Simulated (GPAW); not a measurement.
# Calculated records

**Quasiparticle gap of ZrSe3 (P2_1/m) in GPAW**

It takes space group P2_1/m (No. 11, monoclinic). The conventional cell has a = 5.411 Å, b = 3.749 Å, c = 9.444 Å, α = 90.00°, β = 97.48°, γ = 90.00°. Nearest to Zr lie 8 Se at 2.72 to 2.87 Å. Se has 4 Zr at 2.72 to 2.87 Å nearest. Nearest to Se lie 1 Se at 2.34 Å and 2 Zr at 2.73 Å. Nearest to Se lie 1 Se at 2.34 Å and 2 Zr at 2.74 Å. Farther neighbours and most contacts between anions are not listed.

```
Zr Se
1.0
     5.41090    0.00000    0.00000
     0.00000    3.74880    0.00000
    -1.22942    0.00000    9.36363
Zr Se
2 6
Direct
  0.28500 0.25000 0.65600
  0.71500 0.75000 0.34400
  0.76200 0.25000 0.55400
  0.23800 0.75000 0.44600
  0.45600 0.25000 0.17400
  0.54400 0.75000 0.82600
  0.88800 0.25000 0.16900
  0.11200 0.75000 0.83100
```

- method: DFT, LDA, plane waves, PAW (and 1 further level or step)
- program: GPAW 26.7.0
- settings of one run: cutoff 450 eV, GPAW PAW setups 1.2.1 data release, 4×4×2 k-mesh, nbands 318
- cost: 4 runs, 17 min in all on 8 MPI ranks of Arm Neoverse V1, shared host (the runs of this entry)
- notes: The cell and positions come from the Crystallography Open Database and are kept as given unless a step says otherwise. Limits: no spin-orbit coupling. Only 3 of the mesh’s irreducible points were corrected, so a valley elsewhere could overtake. Bands and cutoff are finite, so the gap is not at the basis limit. The miss can reach some tenths of an eV and take either sign; the mesh is an error of its own. The 4×4×2 mesh is coarse for this cell, which bears on the long-range parts of exchange and screening.
- LDA gap: 0.29 eV, indirect
- G0W0 gap on the mesh: 0.92 eV
- G0W0 gap over the zone (rigid shift): 0.89 eV
- GW settings: 4×4×2 mesh, 308 bands, screening to 80 eV, Godby-Needs plasmon pole
- known limits: not at the basis limit; no spin-orbit coupling; coarse k mesh

G0W0 moves the gap on the mesh from 0.31 eV to 0.92 eV (+0.61 eV), with Z of 0.79 and 0.79 at the edges. The mesh misses the band edges by 0.02 eV in all; a rigid shift gives 0.89 eV for the zone.

[Paths, hosts, dates, memory and timing lines, banners, echoed tables and standing remarks are left out of the program output.]

[Logs are printed without paths, hosts, clocks, repeated set-up lines and the standing remarks that a program may print on its own settings, such as how far it seeks lower states.]

[Runs of the session that timed out or met a known fault of the program may be left out.]

[Hosts, paths, dates, database ids (printed as entryN), source tags and the programs' standing remarks are cut or masked in the printed files.]
